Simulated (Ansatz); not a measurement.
# Li5AuO4 (C2/m): the host for defect calculations, part 3 of 3

Aim: the runs on the perfect crystal Li5AuO4 (C2/m) that a defect calculation needs first.

Ansatz 0.2.0; plane-wave PAW DFT, PBEsol; relaxation of the host's cell and atoms (the session's first sound run).

So far. Step 3 (Dielectric tensors of the host): The principal values of the electronic dielectric tensor are 3.02, 4.18 and 4.33. The principal values of the static dielectric tensor are 5.41, 8.74 and 10.09.

### 7. Defect free supercell relaxed from displaced atoms

This step: plane-wave PAW DFT, PBEsol; relaxation of the defect-free supercell from random displacements, a test of the host's stability (Ansatz 0.2.0).

pristine.rattled/input.yaml

```yaml
crystal:
  lattice:
    - [9.4026852446, 0.0, -0.0254865171]
    - [0.0, 9.4040531707, 0.0]
    - [-2.0756250623, 0.0, 9.1635870882]
  atoms:
    - { symbol: Li, position: [0.0, 0.7924352985, 0.25] }
    - { symbol: Li, position: [0.25, 0.2924352985, 0.25] }
    - { symbol: Li, position: [0.0, 0.2825464211, 0.0] }
    - { symbol: Li, position: [0.25, 0.7825464211, 0.0] }
    - { symbol: Li, position: [0.0, 0.7174535789, 0.0] }
    - { symbol: Li, position: [0.25, 0.2174535789, 0.0] }
    - { symbol: Li, position: [0.0, 0.2075647015, 0.25] }
    - { symbol: Li, position: [0.25, 0.7075647015, 0.25] }
    - { symbol: Li, position: [0.0, 0.0, 0.0] }
    - { symbol: Li, position: [0.25, 0.5, 0.0] }
    - { symbol: Au, position: [0.0, 0.5, 0.25] }
    - { symbol: Au, position: [0.25, 0.0, 0.25] }
    - { symbol: O, position: [0.1278986199, 0.8526018284, 0.125090735] }
    - { symbol: O, position: [0.3778986199, 0.3526018284, 0.125090735] }
    - { symbol: O, position: [0.1221013801, 0.3526018284, 0.374909265] }
    - { symbol: O, position: [0.3721013801, 0.8526018284, 0.374909265] }
    - { symbol: O, position: [0.1278986199, 0.1473981716, 0.125090735] }
    - { symbol: O, position: [0.3778986199, 0.6473981716, 0.125090735] }
    - { symbol: O, position: [0.1221013801, 0.6473981716, 0.374909265] }
    - { symbol: O, position: [0.3721013801, 0.1473981716, 0.374909265] }
    - { symbol: Li, position: [0.0, 0.7924352985, 0.75] }
    - { symbol: Li, position: [0.25, 0.2924352985, 0.75] }
    - { symbol: Li, position: [0.0, 0.2825464211, 0.5] }
    - { symbol: Li, position: [0.25, 0.7825464211, 0.5] }
    - { symbol: Li, position: [0.0, 0.7174535789, 0.5] }
    - { symbol: Li, position: [0.25, 0.2174535789, 0.5] }
    - { symbol: Li, position: [0.0, 0.2075647015, 0.75] }
    - { symbol: Li, position: [0.25, 0.7075647015, 0.75] }
    - { symbol: Li, position: [0.0, 0.0, 0.5] }
    - { symbol: Li, position: [0.25, 0.5, 0.5] }
    - { symbol: Au, position: [0.0, 0.5, 0.75] }
    - { symbol: Au, position: [0.25, 0.0, 0.75] }
    - { symbol: O, position: [0.1278986199, 0.8526018284, 0.625090735] }
    - { symbol: O, position: [0.3778986199, 0.3526018284, 0.625090735] }
    - { symbol: O, position: [0.1221013801, 0.3526018284, 0.874909265] }
    - { symbol: O, position: [0.3721013801, 0.8526018284, 0.874909265] }
    - { symbol: O, position: [0.1278986199, 0.1473981716, 0.625090735] }
    - { symbol: O, position: [0.3778986199, 0.6473981716, 0.625090735] }
    - { symbol: O, position: [0.1221013801, 0.6473981716, 0.874909265] }
    - { symbol: O, position: [0.3721013801, 0.1473981716, 0.874909265] }
    - { symbol: Li, position: [0.5, 0.7924352985, 0.25] }
    - { symbol: Li, position: [0.75, 0.2924352985, 0.25] }
    - { symbol: Li, position: [0.5, 0.2825464211, 0.0] }
    - { symbol: Li, position: [0.75, 0.7825464211, 0.0] }
    - { symbol: Li, position: [0.5, 0.7174535789, 0.0] }
    - { symbol: Li, position: [0.75, 0.2174535789, 0.0] }
    - { symbol: Li, position: [0.5, 0.2075647015, 0.25] }
    - { symbol: Li, position: [0.75, 0.7075647015, 0.25] }
    - { symbol: Li, position: [0.5, 0.0, 0.0] }
    - { symbol: Li, position: [0.75, 0.5, 0.0] }
    - { symbol: Au, position: [0.5, 0.5, 0.25] }
    - { symbol: Au, position: [0.75, 0.0, 0.25] }
    - { symbol: O, position: [0.6278986199, 0.8526018284, 0.125090735] }
    - { symbol: O, position: [0.8778986199, 0.3526018284, 0.125090735] }
    - { symbol: O, position: [0.6221013801, 0.3526018284, 0.374909265] }
    - { symbol: O, position: [0.8721013801, 0.8526018284, 0.374909265] }
    - { symbol: O, position: [0.6278986199, 0.1473981716, 0.125090735] }
    - { symbol: O, position: [0.8778986199, 0.6473981716, 0.125090735] }
    - { symbol: O, position: [0.6221013801, 0.6473981716, 0.374909265] }
    - { symbol: O, position: [0.8721013801, 0.1473981716, 0.374909265] }
    - { symbol: Li, position: [0.5, 0.7924352985, 0.75] }
    - { symbol: Li, position: [0.75, 0.2924352985, 0.75] }
    - { symbol: Li, position: [0.5, 0.2825464211, 0.5] }
    - { symbol: Li, position: [0.75, 0.7825464211, 0.5] }
    - { symbol: Li, position: [0.5, 0.7174535789, 0.5] }
    - { symbol: Li, position: [0.75, 0.2174535789, 0.5] }
    - { symbol: Li, position: [0.5, 0.2075647015, 0.75] }
    - { symbol: Li, position: [0.75, 0.7075647015, 0.75] }
    - { symbol: Li, position: [0.5, 0.0, 0.5] }
    - { symbol: Li, position: [0.75, 0.5, 0.5] }
    - { symbol: Au, position: [0.5, 0.5, 0.75] }
    - { symbol: Au, position: [0.75, 0.0, 0.75] }
    - { symbol: O, position: [0.6278986199, 0.8526018284, 0.625090735] }
    - { symbol: O, position: [0.8778986199, 0.3526018284, 0.625090735] }
    - { symbol: O, position: [0.6221013801, 0.3526018284, 0.874909265] }
    - { symbol: O, position: [0.8721013801, 0.8526018284, 0.874909265] }
    - { symbol: O, position: [0.6278986199, 0.1473981716, 0.625090735] }
    - { symbol: O, position: [0.8778986199, 0.6473981716, 0.625090735] }
    - { symbol: O, position: [0.6221013801, 0.6473981716, 0.874909265] }
    - { symbol: O, position: [0.8721013801, 0.1473981716, 0.874909265] }
basis:
  ecutwfc: 420
  xc_grid: 2
hamiltonian:
  xc: pbesol
kpoints:
  mp_grid: { grid: [1, 1, 1], shift: [0.25, 0.25, 0.25] }
scf:
  occupations: { method: fermi_dirac, width: 0.01 }
  max_iter: 80
output:
  forces: true
relax:
  f_tol: 0.01
  max_steps: 120
  random_displacement: { amplitude: 0.08, seed: 3906 }
checkpoint:
  write: "../pristine.rattled.run"
  compress: false
  write_wavefunctions: false
  write_every: 100000
```

Command:

```
ansatz run input.yaml --threads 8 --pin off --max-ram 22609MiB --backend cpu --events-out ev --progress --plain --runs-dir out
```

Numbers of over 12 decimals in the logs are rounded to 6 here.

The program printed:

```text
[...]
Crystal: 80 atoms, lattice volume = 809.778 Å³
Basis set: ecut = 420 eV, 15817 PW (Γ), exchange–correlation on 128×128×128 points (8 copies of the dense FFT grid, shifted against one another)
Bands: 312, of which v1, the nominal top of the filled ones, is band 232 counted from 1 (231 counted from 0)
Symmetry: 1 space group operations
k-points: 1
[...]
SCF iter   1: F=—  HF=-130165.596176 eV  |F-HF|=—  |Δ(HF+E_count)|=         —  Δρ=1.42e-2  dr2=1.41e0  ethr=1.77e-3  ⟨swp⟩=6.0  Hψ=1215  notcnv=0  defer=26
[...]
SCF iter   9: F=-130165.243347 eV  HF=-130165.243348 eV  |F-HF|=5.07e-7  |Δ(HF+E_count)|=   1.65e-6  Δρ=1.04e-5  dr2=8.77e-7  ethr=5.39e-10  ⟨swp⟩=3.0  Hψ=780  notcnv=0
SCF 1 converged in 9 iterations: F = -130165.243347 eV  dr2 = 8.77e-7
[...]
relax step   1: F+E_penalty+E_count = -130165.24334701 eV  Δ(F+E_penalty+E_count) = +0.000e0 eV  max|allowed force component| = 4.318e0 eV/Å  Δτ_max = 0.0000 Å  (9 SCF iters, dr2 threshold 2.50e-6 eV, accepted)
[...]
relax step   2: F+E_penalty+E_count = -130167.04736936 eV  Δ(F+E_penalty+E_count) = -1.804e0 eV  max|allowed force component| = 5.598e-1 eV/Å  Δτ_max = 0.1083 Å  (7 SCF iters, dr2 threshold 1.00e-4 eV, accepted)
relax step   3: F+E_penalty+E_count = -130167.61365355 eV  Δ(F+E_penalty+E_count) = -5.663e-1 eV  max|allowed force component| = 2.468e-2 eV/Å  Δτ_max = 0.0763 Å  (8 SCF iters, dr2 threshold 1.96e-5 eV, accepted)
relax step   4: F+E_penalty+E_count = -130167.61365394 eV  Δ(F+E_penalty+E_count) = -3.894e-7 eV  max|allowed force component| = 2.468e-2 eV/Å  Δτ_max = 0.0000 Å  (4 SCF iters, accepted)
SCF iter   1: F=—  HF=-130167.613143 eV  |F-HF|=—  |Δ(HF+E_count)|=         —  Δρ=7.53e-4  dr2=1.56e-3  ethr=5.43e-6  ⟨swp⟩=4.0  Hψ=537  notcnv=0  defer=72
[...]
SCF iter   8: F=-130167.614699 eV  HF=-130167.614699 eV  |F-HF|=1.96e-9  |Δ(HF+E_count)|=   2.06e-8  Δρ=7.46e-7  dr2=4.28e-9  ethr=2.16e-11  ⟨swp⟩=2.0  Hψ=788  notcnv=0
SCF 5 converged in 8 iterations: F = -130167.614699 eV  dr2 = 4.28e-9
relax step   5: F+E_penalty+E_count = -130167.61469896 eV  Δ(F+E_penalty+E_count) = -1.045e-3 eV  max|allowed force component| = 1.694e-3 eV/Å  Δτ_max = 0.0074 Å  (8 SCF iters, accepted)
SCF converged after 8 iterations
Free energy (F): -130167.614699 eV
[...]
Internal energy: -130167.614699 eV  (E = F + TS)
E sigma→0 (E₀):  -130167.614699 eV
Fermi energy:    6.638163 eV
[...]
--- Forces (eV/Å), atoms counted from 1 ---
  atom   1  Li    -0.00055153    -0.00019370     0.00009945
  atom   2  Li     0.00025914    -0.00011742    -0.00108274
  atom   3  Li    -0.00014991    -0.00058435     0.00010227
  atom   4  Li     0.00023976    -0.00012151     0.00055211
  atom   5  Li     0.00039789    -0.00070842     0.00069116
  atom   6  Li     0.00035005     0.00045242     0.00025886
  atom   7  Li     0.00042852     0.00086971    -0.00060715
  atom   8  Li     0.00100042     0.00009141    -0.00042926
  atom   9  Li     0.00006629    -0.00013445     0.00003612
  atom  10  Li     0.00049688    -0.00032078    -0.00044449
  atom  11  Au     0.00023309     0.00030279    -0.00022548
  atom  12  Au     0.00080168     0.00055026     0.00009422
  atom  13  O     -0.00048322    -0.00062523     0.00027222
  atom  14  O      0.00081903    -0.00105852     0.00057168
  atom  15  O      0.00034807    -0.00027016    -0.00007427
  atom  16  O     -0.00045788     0.00072136    -0.00034116
  atom  17  O     -0.00039354    -0.00002052    -0.00072680
  atom  18  O     -0.00064949     0.00101868    -0.00004894
  atom  19  O     -0.00144174    -0.00020941    -0.00038562
  atom  20  O      0.00004718    -0.00144774    -0.00094076
  atom  21  Li     0.00066579     0.00049832    -0.00007667
  atom  22  Li     0.00004653    -0.00029469     0.00011488
  atom  23  Li     0.00037294    -0.00053471    -0.00059973
  atom  24  Li    -0.00070821    -0.00009169     0.00058400
  atom  25  Li     0.00059892     0.00023621     0.00094955
  atom  26  Li    -0.00040334     0.00047507     0.00136736
  atom  27  Li     0.00066444     0.00012091     0.00000527
  atom  28  Li     0.00073288    -0.00012316     0.00073994
  atom  29  Li     0.00025724    -0.00080718     0.00052808
  atom  30  Li    -0.00062169    -0.00000942     0.00070022
  atom  31  Au     0.00032253     0.00043561     0.00012910
  atom  32  Au     0.00039183     0.00014129     0.00087033
  atom  33  O     -0.00010581     0.00041806     0.00063364
  atom  34  O     -0.00009486    -0.00041512    -0.00052155
  atom  35  O     -0.00042642    -0.00013458     0.00009239
  atom  36  O     -0.00014380    -0.00067108     0.00078204
  atom  37  O     -0.00082843     0.00020665     0.00005535
  atom  38  O     -0.00087313     0.00019558     0.00013348
  atom  39  O     -0.00070121     0.00075617     0.00023706
  atom  40  O     -0.00057723    -0.00063309    -0.00092549
[...]
atom  69  Li    -0.00040231    -0.00008490     0.00012688
  atom  70  Li     0.00009114     0.00015825    -0.00012459
  atom  71  Au     0.00007324     0.00071506     0.00053253
  atom  72  Au    -0.00053242    -0.00001253    -0.00050209
  atom  73  O     -0.00056887     0.00023760     0.00036096
  atom  74  O      0.00076594    -0.00045626    -0.00090204
  atom  75  O      0.00034690    -0.00021729     0.00034993
  atom  76  O     -0.00041387     0.00074495    -0.00035271
  atom  77  O      0.00026371    -0.00069838     0.00015354
  atom  78  O      0.00007789    -0.00042496     0.00056428
  atom  79  O      0.00034755     0.00068441    -0.00039933
  atom  80  O      0.00030495     0.00032189     0.00016090
  max |Σ_I F_I| component: 4.30e-5 eV/Å
--- Relaxed structure (5 steps of the walk, 5 accepted, 0 SCFs on fresh bases) ---
  F+E_penalty+E_count = -130167.61469896 eV   max|allowed force component| = 1.694e-3 eV/Å
  atoms:
    - { symbol: Li, position: [-0.000758, 0.792787, 0.249921] }
    - { symbol: Li, position: [0.249152, 0.292802, 0.250051] }
    - { symbol: Li, position: [-0.000806, 0.283185, 8.156652549140733e-5] }
    - { symbol: Li, position: [0.249244, 0.783169, -5.294400610328181e-5] }
    - { symbol: Li, position: [-0.000851, 0.717613, -0.000130] }
    - { symbol: Li, position: [0.249075, 0.217582, -2.409613233447425e-5] }
    - { symbol: Li, position: [-0.000873, 0.207941, 0.250056] }
    - { symbol: Li, position: [0.249199, 0.707979, 0.249929] }
    - { symbol: Li, position: [-0.000822, 0.000385, -9.375558609891595e-6] }
    - { symbol: Li, position: [0.249154, 0.500388, 5.426895062562043e-7] }
    - { symbol: Au, position: [-0.000815, 0.500376, 0.249989] }
    - { symbol: Au, position: [0.249186, 0.000388, 0.249992] }
    - { symbol: O, position: [0.127059, 0.853081, 0.124963] }
    - { symbol: O, position: [0.376946, 0.353078, 0.125062] }
    - { symbol: O, position: [0.121238, 0.353010, 0.374926] }
    - { symbol: O, position: [0.371339, 0.853013, 0.374829] }
    - { symbol: O, position: [0.127037, 0.147761, 0.125161] }
    - { symbol: O, position: [0.377102, 0.647748, 0.125049] }
    - { symbol: O, position: [0.121426, 0.647695, 0.374895] }
    - { symbol: O, position: [0.371320, 0.147712, 0.375004] }
    - { symbol: Li, position: [-0.000798, 0.792766, 0.749912] }
    - { symbol: Li, position: [0.249155, 0.292791, 0.750014] }
    - { symbol: Li, position: [-0.000804, 0.283193, 0.500102] }
    - { symbol: Li, position: [0.249276, 0.783164, 0.499965] }
    - { symbol: Li, position: [-0.000855, 0.717565, 0.499846] }
    - { symbol: Li, position: [0.249095, 0.217577, 0.499955] }
    - { symbol: Li, position: [-0.000880, 0.207949, 0.750030] }
    - { symbol: Li, position: [0.249173, 0.707955, 0.749887] }
    - { symbol: Li, position: [-0.000827, 0.000384, 0.499956] }
    - { symbol: Li, position: [0.249233, 0.500370, 0.499943] }
    - { symbol: Au, position: [-0.000832, 0.500369, 0.749980] }
    - { symbol: Au, position: [0.249169, 0.000373, 0.749961] }
    - { symbol: O, position: [0.127038, 0.853053, 0.624941] }
    - { symbol: O, position: [0.376980, 0.353037, 0.625054] }
    - { symbol: O, position: [0.121244, 0.353006, 0.874906] }
    - { symbol: O, position: [0.371313, 0.852998, 0.874793] }
    - { symbol: O, position: [0.127037, 0.147751, 0.625121] }
    - { symbol: O, position: [0.377134, 0.647727, 0.625035] }
    - { symbol: O, position: [0.121391, 0.647690, 0.874890] }
    - { symbol: O, position: [0.371303, 0.147684, 0.875000] }
    - { symbol: Li, position: [0.499229, 0.792811, 0.249930] }
    - { symbol: Li, position: [0.749163, 0.292781, 0.250056] }
    - { symbol: Li, position: [0.499176, 0.283151, 9.771588593088156e-5] }
    - { symbol: Li, position: [0.749243, 0.783139, -2.7887127849428404e-5] }
    - { symbol: Li, position: [0.499126, 0.717570, -0.000130] }
    - { symbol: Li, position: [0.749087, 0.217573, 1.212657116659785e-5] }
    - { symbol: Li, position: [0.499130, 0.207978, 0.250045] }
    - { symbol: Li, position: [0.749182, 0.707948, 0.249914] }
    - { symbol: Li, position: [0.499156, 0.000362, -4.926792920907468e-6] }
    - { symbol: Li, position: [0.749188, 0.500346, 1.100841400546431e-6] }
    - { symbol: Au, position: [0.499173, 0.500393, 0.249986] }
    - { symbol: Au, position: [0.749174, 0.000359, 0.249981] }
    - { symbol: O, position: [0.627026, 0.853060, 0.124943] }
    - { symbol: O, position: [0.876958, 0.353054, 0.125077] }
    - { symbol: O, position: [0.621244, 0.353036, 0.374922] }
    - { symbol: O, position: [0.871323, 0.852967, 0.374788] }
    - { symbol: O, position: [0.627028, 0.147753, 0.125177] }
    - { symbol: O, position: [0.877129, 0.647748, 0.125057] }
    - { symbol: O, position: [0.621383, 0.647716, 0.374908] }
    - { symbol: O, position: [0.871315, 0.147663, 0.375022] }
    - { symbol: Li, position: [0.499216, 0.792760, 0.749921] }
    - { symbol: Li, position: [0.749160, 0.292784, 0.750064] }
    - { symbol: Li, position: [0.499218, 0.283157, 0.500088] }
    - { symbol: Li, position: [0.749268, 0.783158, 0.499968] }
    - { symbol: Li, position: [0.499160, 0.717622, 0.499878] }
    - { symbol: Li, position: [0.749114, 0.217569, 0.500007] }
    - { symbol: Li, position: [0.499134, 0.207932, 0.750042] }
    - { symbol: Li, position: [0.749194, 0.707943, 0.749930] }
    - { symbol: Li, position: [0.499207, 0.000384, 0.499983] }
    - { symbol: Li, position: [0.749150, 0.500373, 0.499996] }
    - { symbol: Au, position: [0.499184, 0.500354, 0.749979] }
    - { symbol: Au, position: [0.749190, 0.000365, 0.749993] }
    - { symbol: O, position: [0.627066, 0.853050, 0.624973] }
    - { symbol: O, position: [0.876943, 0.353047, 0.625083] }
    - { symbol: O, position: [0.621236, 0.352988, 0.874926] }
    - { symbol: O, position: [0.871326, 0.852982, 0.874831] }
    - { symbol: O, position: [0.627047, 0.147743, 0.625150] }
    - { symbol: O, position: [0.877104, 0.647734, 0.625037] }
    - { symbol: O, position: [0.621382, 0.647672, 0.874918] }
    - { symbol: O, position: [0.871312, 0.147682, 0.875014] }
```

The job ended after 32 s (8 threads of Arm Neoverse V2, shared host; peak memory 1.6 GiB).

Relaxation path:

| step | energy less that of the first step (eV) | largest force component (eV/Å) |
| --- | --- | --- |
| 1 | 0.0000 | 4.3179 |
| 2 | -1.8040 | 0.5598 |
| 3 | -2.3703 | 0.0247 |
| 4 | -2.3703 | 0.0247 |
| 5 | -2.3714 | 0.0017 |

The relaxation ends 30 meV an atom lower than the displaced start, with a largest force component of 0.0017 eV/Å.

### 8. What came out

| Item | Value |
| --- | --- |
| primitive cell vectors, lengths | 5.257, 5.257, 4.698 Å |
| electronic dielectric constant | principal values (3.02, 4.18, 4.33) |
| static dielectric constant | principal values (5.41, 8.74, 10.09) |
| gap on the k-mesh of the response run (PBEsol) | 2.17 eV |
| supercell relaxed in its symmetry less the displaced and relaxed one | 0.000 eV |
| energy an atom at one point at (¼, ¼, ¼) less that on the dense mesh | 0.000 eV |

What this shows: Step 7: The energy fell by 2.371 eV from the randomly displaced start; the atoms end within 0.005 Å of the sites as typed, once the mean shift is taken out. The displaced cell ends within 0.01 eV of the symmetric one relaxed in its symmetry, so no lower structure shows in this supercell. The k-mesh can miss the band edges, so this gap is an upper bound at this level. All at zero temperature.

[Logs are printed without paths, hosts, clocks, repeated set-up lines and the standing remarks that a program may print on its own settings, such as how far it seeks lower states.]

[Hosts, paths, dates, database ids (printed as entryN), source tags and the programs' standing remarks are cut or masked in the printed files.]

[Runs of the host that timed out are not shown.]

[For some hosts the program warned that the k-mesh of the response run may be too coarse for force constants and the static dielectric constant; such warnings are not always shown.]
